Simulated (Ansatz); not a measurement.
# How fast states decay through Li2BrF, part 2 of 3

Aim: relax a made-up compound, Li2BrF, and see how good a tunnel barrier it would be. It is built by putting Br for part of the F in the LiF structure of space group P6_3mc, with the volume rescaled by atomic radii. The parent structure comes from the Materials Project.

Ansatz 0.2.0; r2SCAN DFT, plane waves, PAW files (the session's first sound run).

So far. Step 2 (Relaxing the new crystal): The largest force component on a free atom ends at 0.0068 eV/Å.

The structure was built from a prototype and need not be the compound's stable phase.

### 3. Band edges

The energy window and the wavevectors of the next steps follow from the band edges, so these are searched first, off the mesh as well.

input.yaml reads:

```yaml
crystal:
  lattice:
    - [3.7001496592, 0.0, 0.0]
    - [-1.8500748296, 3.2044236027, 0.0]
    - [0.0, 0.0, 5.8191756808]
  atoms:
    - { symbol: Li, position: [0.3333333333, 0.6666666667, 0.4368819552] }
    - { symbol: Li, position: [0.6666666667, 0.3333333333, 0.8114727304] }
    - { symbol: Br, position: [0.3333333333, 0.6666666667, 0.9973009544] }
    - { symbol: F, position: [0.6666666667, 0.3333333333, 0.50434036] }
kpoints:
  mp_grid: { grid: [8, 8, 6] }
  band_path: { path: [VBM, CBM], npoints: 30 }
scf:
  occupations: { method: fixed }
hamiltonian:
  xc: r2scan
output:
  eigenvalues: true
  write_potential: true
  write_density: true
  volumetric_format: npy
  elf: true
```

The run is started by

```sh
> ansatz run input.yaml --threads 2 --pin off --max-ram 4096MiB --backend cpu --events-out ev --progress --plain --runs-dir out
```

Numbers of over 12 decimals in the logs are rounded to 6 here.

What it wrote:

```text
[...]
Crystal: 4 atoms, lattice volume = 68.997 Å³
Basis set: ecut = 500 eV, 1773 PW (Γ), exchange–correlation on 108×108×180 points (64 copies of the dense FFT grid, shifted against one another)
Bands: 14, of which v1, the nominal top of the filled ones, is band 10 counted from 1 (9 counted from 0)
Symmetry: 6 space group operations
[...]
k-points: 50 of 384 (time reversal used)
[...]
SCF iter   1: F=—  HF=-4019.034030 eV  |F-HF|=—  |Δ(HF+E_count)|=         —  Δρ=5.50e-3  dr2=2.08e-2  dr2_τ=3.32e-2  ethr=1.77e-3  ⟨swp⟩=5.4  Hψ=3726  notcnv=0  defer=98
[...]
SCF iter   7: F=-4019.104690 eV  HF=-4019.104690 eV  |F-HF|=9.13e-9  |Δ(HF+E_count)|=   3.82e-8  Δρ=6.35e-6  dr2=2.84e-8  dr2_τ=1.90e-9  ethr=5.00e-10  ⟨swp⟩=5.6  Hψ=2871  notcnv=0
SCF 1 converged in 7 iterations: F = -4019.104690 eV  dr2 = 2.84e-8
[...]
NSCF: frozen V_eff on 34 k-points
[...]
SCF converged after 7 iterations
Free energy (F): -4019.104690 eV
[...]
Internal energy: -4019.104690 eV  (E = F + TS)
E sigma→0 (E₀):  -4019.104690 eV
Fermi energy:    0.845082 eV
[...]
--- Band table (eV; the first three rows and the last of 50) ---
  k-point 0: bands = [... 6 lower, -2.2049, -0.8128, 0.8451, 0.8451, 5.5485, 9.1700, 11.5261, 11.5261]
  k-point 1: bands = [... 6 lower, -2.2035, -0.9406, 0.8433, 0.8433, 5.7980, 9.0870, 10.9496, 11.5214]
  k-point 2: bands = [... 6 lower, -2.2006, -1.2273, 0.8398, 0.8398, 6.4547, 8.7027, 10.0215, 11.5182]
  k-point 49: bands = [... 6 lower, -2.4196, -1.5052, -0.8419, -0.4983, 7.7093, 9.3443, 9.7175, 11.0787]
```

It took 10 s on 2 threads of Arm Neoverse V2, shared host; peak memory 0.47 GiB.

Reading the cycles: dr2 is the Hartree energy of the density residual (eV), the measure of convergence; HF is the Harris–Foulkes estimate of the energy, which meets the free energy F at convergence.

Numbers from this step:

```
Fermi energy        : 0.8451 eV
gap on the k-mesh   : 4.703 eV
gap on path         : 4.703 eV, by band count; negative where bands overlap
direct gap on path  : 4.703 eV
edge places on path : 0, 0 1/A along the path
```

Levels at VBM (eV): -3.73, -3.05, -3.05, -1.66, 0.00, 0.00, 4.70.

Valence density in the ac plane at fractional y = 0.333, with atoms of Li and F within 0.2 Å of it. It is the smooth field of the valence electrons, not physical close to the nuclei.

Ten steps, logarithmic in the rise over the least value, from '_' (0 e/Å³) to '@' (12 e/Å³), each cell a mean:
```
::------::::....________....
::::::::::::....::--::......
..::::::......::++##**--....
..............--##%%%%++..__
______________--##%%##==..__
______________..==++++::____
______________..::::::....__
____________..::--==--::..__
__________..::==**##**++--..
__________..--++%%@@%%**==::
__________..--**@@@@@@##==::
__________..--++%%@@%%**==::
__________..::==**##**++--..
____________..::--====--..__
______________..........____
____________________________
____________________________
____....____________________
............________________
..::::::::....____________..
::::--::::::..__________....
::------::::....________....
```
Columns run along a (3.7 Å), rows up along c (5.8 Å). Atoms in or near the plane, at fractional coordinates: Li at (0.67, 0.81), F at (0.67, 0.50).

Electrostatic potential energy in the ac plane at fractional y = 0.333, with atoms of Li and F within 0.2 Å of it. With pseudopotentials it is smooth inside the atoms' cores, unlike the true potential.

Ten even steps from '_' (-34 eV) to '@' (8 eV), each cell a mean:
```
%%%%%%%%%%@@@@%%%%%%%%%%@@@@
@@%%%%%%%%@@%%%%**++**##%%@@
@@@@@@@@@@@@%%**--::--++##%%
@@@@@@@@@@%%%%++::____==##%%
@@@@@@@@@@@@%%++::__..==##%%
@@@@@@@@@@@@%%##++--==**%%%%
@@@@@@@@@@@@@@%%######%%%%@@
@@@@@@@@@@@@@@@@%%%%%%@@@@@@
@@@@@@@@@@@@@@%%==::--##@@@@
@@@@@@@@@@@@@@++______--%%@@
@@@@%%@@@@@@%%--______..##@@
@@@@%%%%@@@@@@++______--%%@@
@@@@%%%%@@@@@@%%==::--##@@@@
@@@@@@@@@@@@@@@@@@%%@@@@@@@@
@@@@@@@@@@@@@@@@@@@@@@@@@@@@
@@@@@@@@@@@@@@@@@@@@@@@@@@@@
@@@@@@@@@@@@@@@@@@@@@@@@@@@@
@@@@@@@@@@@@@@@@@@@@@@@@@@@@
@@@@@@@@@@@@@@@@@@@@@@@@@@@@
@@@@%%@@@@@@@@@@@@@@@@@@@@@@
@@%%%%%%%%@@@@@@@@@@@@@@@@@@
%%%%%%%%%%@@@@@@@@@@@@@@@@@@
```
Columns run along a (3.7 Å; values clipped at the 3rd and 97th percentile), rows up along c (5.8 Å). Atoms in or near the plane, at fractional coordinates: Li at (0.67, 0.81), F at (0.67, 0.50).

ELF in the ac plane at fractional y = 0.333, with atoms of Li and F within 0.2 Å of it. It is the smooth field of the valence electrons, not physical close to the nuclei.

Ten even steps from '0' (0.00) to '9' (0.99), each cell a mean:
```
78888741000036
78887630021015
67777510587103
56665202899501
24443101799400
01211000233000
00000001111110
00000135666541
10000357888764
20001467767875
20001478656776
20001468767875
10000357888764
00000135777642
00000012344310
00100000111000
12332000000000
45554210000001
56766420000013
67777531000025
78887642000135
78888742000136
```
Columns run along a (3.7 Å), rows up along c (5.8 Å). Atoms in or near the plane, at fractional coordinates: Li at (0.67, 0.81), F at (0.67, 0.50).

The searched edges give 4.70 eV, as on the mesh.

### 4. Complex bands

This step: r2SCAN DFT, plane waves, PAW files; complex bands by layer matching along the plane's normal (Ansatz 0.2.0).

The same crystal is laid in a cell whose first two vectors span the (001) plane (indices of the standard conventional cell, whose axes can be ordered otherwise than in the bulk input). At fixed energy and wavevector in the plane the solver finds all kz, real and complex. A few wavevectors are listed, (0, 0) and (0.5, 0) in units of the plane's reciprocal vectors; the slowest state needn't be among them.

input.yaml reads:

```yaml
crystal:
  lattice:
    - [3.700149659, 0.0, 0.0]
    - [1.85007483, 3.204423603, 0.0]
    - [0.0, 0.0, 5.819175681]
  atoms:
    - { symbol: Li, position: [0.6666666667, 0.6666666667, 0.4368819552] }
    - { symbol: Li, position: [0.3333333333, 0.3333333333, 0.8114727304] }
    - { symbol: Br, position: [0.6666666667, 0.6666666667, 0.9973009544] }
    - { symbol: F, position: [0.3333333333, 0.3333333333, 0.50434036] }
kpoints:
  mp_grid: { grid: [8, 8, 4] }
scf:
  occupations: { method: fixed }
hamiltonian:
  xc: r2scan
output:
  eigenvalues: true
  transmission:
    leads: [[0, 0]]
    kpoints: [[0.0, 0.0], [0.5, 0.0]]
    e_range: [-1.0, 5.7]
    de: 0.13
```

What it wrote:

```text
[...]
Crystal: 4 atoms, lattice volume = 68.997 Å³
Basis set: ecut = 500 eV, 1773 PW (Γ), exchange–correlation on 108×108×180 points (64 copies of the dense FFT grid, shifted against one another)
Bands: 14, of which v1, the nominal top of the filled ones, is band 10 counted from 1 (9 counted from 0)
Symmetry: 6 space group operations
[...]
k-points: 35 of 256 (time reversal used)
[...]
SCF iter   1: F=—  HF=-4019.034051 eV  |F-HF|=—  |Δ(HF+E_count)|=         —  Δρ=5.50e-3  dr2=2.08e-2  dr2_τ=3.32e-2  ethr=1.77e-3  ⟨swp⟩=5.5  Hψ=2634  notcnv=0  defer=70
[...]
SCF iter   7: F=-4019.104687 eV  HF=-4019.104687 eV  |F-HF|=9.51e-9  |Δ(HF+E_count)|=   4.05e-8  Δρ=6.28e-6  dr2=2.88e-8  dr2_τ=1.86e-9  ethr=5.00e-10  ⟨swp⟩=5.5  Hψ=1998  notcnv=0
SCF 1 converged in 7 iterations: F = -4019.104687 eV  dr2 = 2.88e-8
[...]
transmission: 9 of 18 steps passed
transmission: 18 of 18 steps passed
SCF converged after 7 iterations
Free energy (F): -4019.104687 eV
[...]
Internal energy: -4019.104687 eV  (E = F + TS)
E sigma→0 (E₀):  -4019.104687 eV
Fermi energy:    0.845076 eV
[...]
--- Band table (eV; the first three rows and the last of 35) ---
  k-point 0: bands = [... 6 lower, -2.2049, -0.8128, 0.8451, 0.8451, 5.5485, 9.1700, 11.5261, 11.5261]
  k-point 1: bands = [... 6 lower, -2.2020, -1.0771, 0.8416, 0.8416, 6.0884, 8.9529, 10.4314, 11.5186]
  k-point 2: bands = [... 6 lower, -2.1991, -1.4022, 0.8381, 0.8381, 7.0445, 8.1476, 9.7366, 11.5203]
  k-point 34: bands = [... 6 lower, -2.4196, -1.5052, -0.8419, -0.4983, 7.7093, 9.3443, 9.7175, 11.0787]
--- Transmission ---
  basis      : 121 plane waves across, 9 finite elements along
  points     : 2, as listed
  energies   : 52 from -1.000000 to 5.630000 eV about the Fermi level, 0.130000 eV apart; the leads are filled to 2.351719 eV, and channels, transmission and decay are at 2.380000 eV
  crystal 0  : Li2F1Br1, at the sites [0, 0], period 5.8192 Å: whole cells are its period
    offset         : up to 0.0000 Å between an atom of the period and one for which it stands
    channels       : 0.000000e0 a spin
    conductance    : none, the energies end too early or step too widely for 300 K: set another output.transmission.e_range or a lower de, or, where they end at an eighth of basis.ecutwfc, a higher one
    slowest decay  : 0.4594 /Å at (0.0000, 0.0000)
```

Wall time 8.7 s (2 threads); peak memory 0.49 GiB; 17 s of CPU time.

Numbers from this step:

```
level to which the leads are filled                       : 2.352 eV from the Fermi level
decay constant at the filling level, zone centre          : 0.4594 Å⁻¹
decay constant at the filling level, slowest listed point : 0.4594 Å⁻¹
```

K parallel (0, 0); values up to 1.5 1/Å, a degenerate pair printed once or twice; energies at which all values exceed this have no row. Table of Im kz of the slowest decaying states by energy, zero at the highest filled level on the SCF mesh:

| energy (eV) | decay 1 (Å⁻¹) | decay 2 (Å⁻¹) | decay 3 (Å⁻¹) | decay 4 (Å⁻¹) |
| --- | --- | --- | --- | --- |
| -1.00 | 0.346 | 1.01 | - | - |
| -0.61 | 0.408 | 0.956 | - | - |
| -0.35 | 0.437 | 0.879 | 1.48 | - |
| 0.04 | 0.467 | 0.557 | 1.42 | - |
| 0.30 | 0.481 | 0.921 | 1.37 | 1.49 |
| 0.69 | 0.493 | 1.20 | 1.46 | - |
| 0.95 | 0.496 | 1.21 | 1.45 | - |
| 1.34 | 0.496 | 1.23 | 1.43 | - |
| 1.60 | 0.491 | 1.23 | 1.41 | - |
| 1.99 | 0.479 | 1.23 | 1.39 | - |
| 2.38 | 0.459 | 1.22 | 1.37 | - |
| 2.64 | 0.443 | 1.21 | 1.35 | - |
| 3.03 | 0.411 | 1.20 | 1.33 | - |
| 3.29 | 0.385 | 1.19 | 1.31 | - |
| 3.68 | 0.336 | 1.18 | 1.29 | - |
| 3.94 | 0.295 | 1.17 | 1.27 | - |
| 4.33 | 0.212 | 1.15 | 1.25 | - |
| 4.59 | 0.118 | 1.14 | 1.22 | 1.24 |
| 4.98 | 1.12 | 1.14 | 1.27 | - |
| 5.24 | 1.10 | 1.10 | 1.27 | - |
| 5.63 | 1.05 | 1.08 | 1.27 | - |

K parallel (0.5, 0); values up to 1.5 1/Å, a degenerate pair printed once or twice; energies at which all values exceed this have no row. Table of Im kz of the slowest decaying states by energy, zero at the highest filled level on the SCF mesh:

| energy (eV) | decay 1 (Å⁻¹) | decay 2 (Å⁻¹) | decay 3 (Å⁻¹) | decay 4 (Å⁻¹) |
| --- | --- | --- | --- | --- |
| -1.00 | 0.451 | 0.537 | 0.577 | - |
| -0.61 | 0.425 | 0.578 | - | - |
| -0.35 | 0.606 | 0.618 | - | - |
| 0.04 | 0.635 | 0.740 | - | - |
| 0.30 | 0.649 | 0.790 | - | - |
| 0.69 | 0.662 | 0.843 | 1.49 | - |
| 0.95 | 0.668 | 0.870 | 1.48 | - |
| 1.34 | 0.672 | 0.901 | 1.46 | - |
| 1.60 | 0.673 | 0.917 | 1.44 | - |
| 1.99 | 0.669 | 0.937 | 1.43 | - |
| 2.38 | 0.662 | 0.952 | 1.41 | - |
| 2.64 | 0.656 | 0.960 | 1.40 | - |
| 3.03 | 0.643 | 0.969 | 1.38 | - |
| 3.29 | 0.633 | 0.974 | 1.37 | - |
| 3.68 | 0.614 | 0.98 | 1.36 | - |
| 3.94 | 0.600 | 0.983 | 1.36 | - |
| 4.33 | 0.575 | 0.986 | 1.35 | 1.49 |
| 4.59 | 0.555 | 0.987 | 1.35 | 1.45 |
| 4.98 | 0.521 | 0.988 | 1.35 | 1.38 |
| 5.24 | 0.495 | 0.988 | 1.32 | 1.35 |
| 5.63 | 0.360 | 0.532 | 0.988 | 1.24 |

At the listed wavevectors the last open channel is at -0.74 eV and the next at +4.72 eV on the grid, wider than the gap, since narrow bands can fall between grid energies. At +2.38 eV, the grid energy nearest the filling level (the middle of the gap on the SCF mesh), the slowest state at the listed wavevectors decays with κ = 0.459 Å⁻¹, its amplitude falling by e over 2.2 Å. Through 1 nm of this crystal that state's transmission falls by exp(−2 × 0.459 Å⁻¹ × 10 Å) = 1.0e-4.

### 5. Decay over the two-dimensional zone

The listed points could miss the slowest state, so one energy near mid-gap is solved on a mesh of 16×16.

input.yaml: that of step 4 with these lines changed.

```diff
@@ -18,6 +18,2 @@
   eigenvalues: true
-  transmission:
-    leads: [[0, 0]]
-    kpoints: [[0.0, 0.0], [0.5, 0.0]]
-    e_range: [-1.0, 5.7]
-    de: 0.13
+  transmission: { leads: [[0, 0]], kmesh: [16, 16], e_range: [2.35, 2.36], de: 0.05 }
```

What it wrote:

```text
[...]
Crystal: 4 atoms, lattice volume = 68.997 Å³
Basis set: ecut = 500 eV, 1773 PW (Γ), exchange–correlation on 108×108×180 points (64 copies of the dense FFT grid, shifted against one another)
Bands: 14, of which v1, the nominal top of the filled ones, is band 10 counted from 1 (9 counted from 0)
Symmetry: 6 space group operations
[...]
k-points: 35 of 256 (time reversal used)
[...]
SCF iter   1: F=—  HF=-4019.034051 eV  |F-HF|=—  |Δ(HF+E_count)|=         —  Δρ=5.50e-3  dr2=2.08e-2  dr2_τ=3.32e-2  ethr=1.77e-3  ⟨swp⟩=5.5  Hψ=2634  notcnv=0  defer=70
[...]
SCF iter   7: F=-4019.104687 eV  HF=-4019.104687 eV  |F-HF|=9.51e-9  |Δ(HF+E_count)|=   4.05e-8  Δρ=6.28e-6  dr2=2.88e-8  dr2_τ=1.86e-9  ethr=5.00e-10  ⟨swp⟩=5.5  Hψ=1998  notcnv=0
SCF 1 converged in 7 iterations: F = -4019.104687 eV  dr2 = 2.88e-8
[...]
transmission: 27 of 270 steps passed
transmission: 54 of 270 steps passed
[...]
transmission: 270 of 270 steps passed
SCF converged after 7 iterations
Free energy (F): -4019.104687 eV
[...]
Internal energy: -4019.104687 eV  (E = F + TS)
E sigma→0 (E₀):  -4019.104687 eV
Fermi energy:    0.845076 eV
[...]
--- Band table (eV; the first three rows and the last of 35) ---
  k-point 0: bands = [... 6 lower, -2.2049, -0.8128, 0.8451, 0.8451, 5.5485, 9.1700, 11.5261, 11.5261]
  k-point 1: bands = [... 6 lower, -2.2020, -1.0771, 0.8416, 0.8416, 6.0884, 8.9529, 10.4314, 11.5186]
  k-point 2: bands = [... 6 lower, -2.1991, -1.4022, 0.8381, 0.8381, 7.0445, 8.1476, 9.7366, 11.5203]
  k-point 34: bands = [... 6 lower, -2.4196, -1.5052, -0.8419, -0.4983, 7.7093, 9.3443, 9.7175, 11.0787]
--- Transmission ---
  basis      : 121 plane waves across, 9 finite elements along
  points     : 30, standing for a mesh of 16 x 16
  energies   : 1 from 2.350000 to 2.350000 eV about the Fermi level; the leads are filled to 2.351719 eV, and channels, transmission and decay are at 2.350000 eV
  crystal 0  : Li2F1Br1, at the sites [0, 0], period 5.8192 Å: whole cells are its period
[...]
channels       : 0.000000e0 a spin
    conductance    : none, crystal 0 has no channel at the energies, or these end too early or step too widely for 300 K: set another output.transmission.e_range or a lower de, or, where they end at an eighth of basis.ecutwfc, a higher one
    slowest decay  : 0.4611 /Å at (0.0000, 0.0000)
```

Wall time 11 s (2 threads); peak memory 0.49 GiB; 21 s of CPU time.

This step gave:

```yaml
least_decay_constant_on_the_mesh: 0.4611 Å⁻¹
```

Slowest decay constant (1/Å; 0 where a channel is open) over k1 and k2. At 2.3500 eV from the Fermi level.

Values, 16 rows by 16 columns:
```
0.667 0.681 0.697 0.708 0.708 0.697 0.681 0.667 0.663 0.670 0.685 0.699 0.699 0.685 0.670 0.663
0.681 0.697 0.658 0.644 0.658 0.697 0.681 0.670 0.670 0.680 0.694 0.702 0.694 0.680 0.670 0.670
0.697 0.708 0.644 0.644 0.708 0.697 0.685 0.680 0.684 0.695 0.706 0.706 0.695 0.684 0.680 0.685
0.706 0.708 0.658 0.708 0.706 0.699 0.694 0.695 0.706 0.716 0.723 0.716 0.706 0.695 0.694 0.699
0.697 0.697 0.697 0.697 0.699 0.702 0.706 0.716 0.702 0.607 0.607 0.702 0.716 0.706 0.702 0.699
0.681 0.681 0.681 0.685 0.694 0.706 0.723 0.607 0.535 0.515 0.535 0.607 0.723 0.706 0.694 0.685
0.667 0.667 0.670 0.680 0.695 0.716 0.607 0.515 0.479 0.479 0.515 0.607 0.716 0.695 0.680 0.670
0.663 0.663 0.670 0.684 0.706 0.702 0.535 0.479 0.461 0.479 0.535 0.702 0.706 0.684 0.670 0.663
0.667 0.670 0.680 0.695 0.716 0.607 0.515 0.479 0.479 0.515 0.607 0.716 0.695 0.680 0.670 0.667
0.681 0.685 0.694 0.706 0.723 0.607 0.535 0.515 0.535 0.607 0.723 0.706 0.694 0.685 0.681 0.681
0.697 0.699 0.702 0.706 0.716 0.702 0.607 0.607 0.702 0.716 0.706 0.702 0.699 0.697 0.697 0.697
0.706 0.699 0.694 0.695 0.706 0.716 0.723 0.716 0.706 0.695 0.694 0.699 0.706 0.708 0.658 0.708
0.697 0.685 0.680 0.684 0.695 0.706 0.706 0.695 0.684 0.680 0.685 0.697 0.708 0.644 0.644 0.708
0.681 0.670 0.670 0.680 0.694 0.702 0.694 0.680 0.670 0.670 0.681 0.697 0.658 0.644 0.658 0.697
0.667 0.663 0.670 0.685 0.699 0.699 0.685 0.670 0.663 0.667 0.681 0.697 0.708 0.708 0.697 0.681
0.663 0.667 0.681 0.697 0.706 0.697 0.681 0.667 0.663 0.667 0.681 0.697 0.706 0.697 0.681 0.667
```
Columns: k1 (b1) from -0.5 to 0.438; rows upwards: k2 (b2) from -0.5 to 0.438.

The least value on the mesh is 0.461 Å⁻¹ at +2.35 eV. At that energy the listed points give about 0.461 Å⁻¹ by interpolation, so the mesh holds no clearly slower state.

### 6. Band edges at another level, cutoff 420 eV

This step: PBE DFT, plane waves, PAW files (Ansatz 0.2.0).

The edges again with PBE, at the same atoms. Against that run the cutoff is 420 eV against 500.

input.yaml reads:

```yaml
crystal:
  lattice:
    - [3.7001496592, 0.0, 0.0]
    - [-1.8500748296, 3.2044236027, 0.0]
    - [0.0, 0.0, 5.8191756808]
  atoms:
    - { symbol: Li, position: [0.3333333333, 0.6666666667, 0.4368819552] }
    - { symbol: Li, position: [0.6666666667, 0.3333333333, 0.8114727304] }
    - { symbol: Br, position: [0.3333333333, 0.6666666667, 0.9973009544] }
    - { symbol: F, position: [0.6666666667, 0.3333333333, 0.50434036] }
kpoints:
  mp_grid: { grid: [8, 8, 6] }
  band_path: { path: [VBM, CBM], npoints: 30 }
scf:
  occupations: { method: fixed }
hamiltonian:
  xc: pbe
output:
  eigenvalues: true
```

What it wrote:

```text
[...]
Crystal: 4 atoms, lattice volume = 68.997 Å³
Basis set: ecut = 420 eV, 1387 PW (Γ)
Bands: 14, of which v1, the nominal top of the filled ones, is band 10 counted from 1 (9 counted from 0)
Symmetry: 6 space group operations
[...]
k-points: 50 of 384 (time reversal used)
[...]
SCF iter   1: F=—  HF=-4006.620573 eV  |F-HF|=—  |Δ(HF+E_count)|=         —  Δρ=8.49e-4  dr2=3.10e-4  ethr=1.77e-3  ⟨swp⟩=5.2  Hψ=3449  notcnv=0  defer=96
[...]
SCF iter   6: F=-4006.620418 eV  HF=-4006.620418 eV  |F-HF|=1.01e-8  |Δ(HF+E_count)|=   2.26e-7  Δρ=5.29e-6  dr2=4.45e-8  ethr=5.00e-10  ⟨swp⟩=5.4  Hψ=3204  notcnv=0
SCF 1 converged in 6 iterations: F = -4006.620418 eV  dr2 = 4.45e-8
[...]
SCF converged after 6 iterations
Free energy (F): -4006.620418 eV
[...]
Internal energy: -4006.620418 eV  (E = F + TS)
E sigma→0 (E₀):  -4006.620418 eV
Fermi energy:    1.239312 eV
[...]
--- Band table (eV; the first three rows and the last of 50) ---
  k-point 0: bands = [... 6 lower, -1.6556, -0.3472, 1.2393, 1.2393, 5.3746, 8.7317, 11.1040, 11.1040]
  k-point 1: bands = [... 6 lower, -1.6539, -0.4807, 1.2374, 1.2374, 5.6200, 8.6552, 10.6168, 11.0991]
  k-point 2: bands = [... 6 lower, -1.6507, -0.7815, 1.2337, 1.2337, 6.2621, 8.3177, 9.6969, 11.0950]
  k-point 49: bands = [... 6 lower, -1.8806, -1.0755, -0.4314, -0.0586, 7.6089, 8.9339, 9.3882, 10.8241]
```

The job ended after 4.5 s (2 threads; peak memory 0.34 GiB).

Numbers from this step:

```yaml
free_energy: -4006.6204 eV
fermi_energy: 1.239 eV
gap_on_the_k_mesh: 4.135 eV
gap_on_path: 4.135 eV, by band count; negative where bands overlap
direct_gap_on_path: 4.135 eV
```

Levels at VBM (eV): -3.61, -2.89, -2.89, -1.59, 0.00, 0.00, 4.14, 7.49.

The searched edges give 4.14 eV, as on the mesh.

(Part 2 of 3 ends here.)

[Logs are printed without paths, hosts, clocks, repeated set-up lines and the standing remarks that a program may print on its own settings, such as how far it seeks lower states.]

[Hosts, paths, dates, database ids (printed as entryN), source tags and the programs' standing remarks are cut or masked in the printed files.]
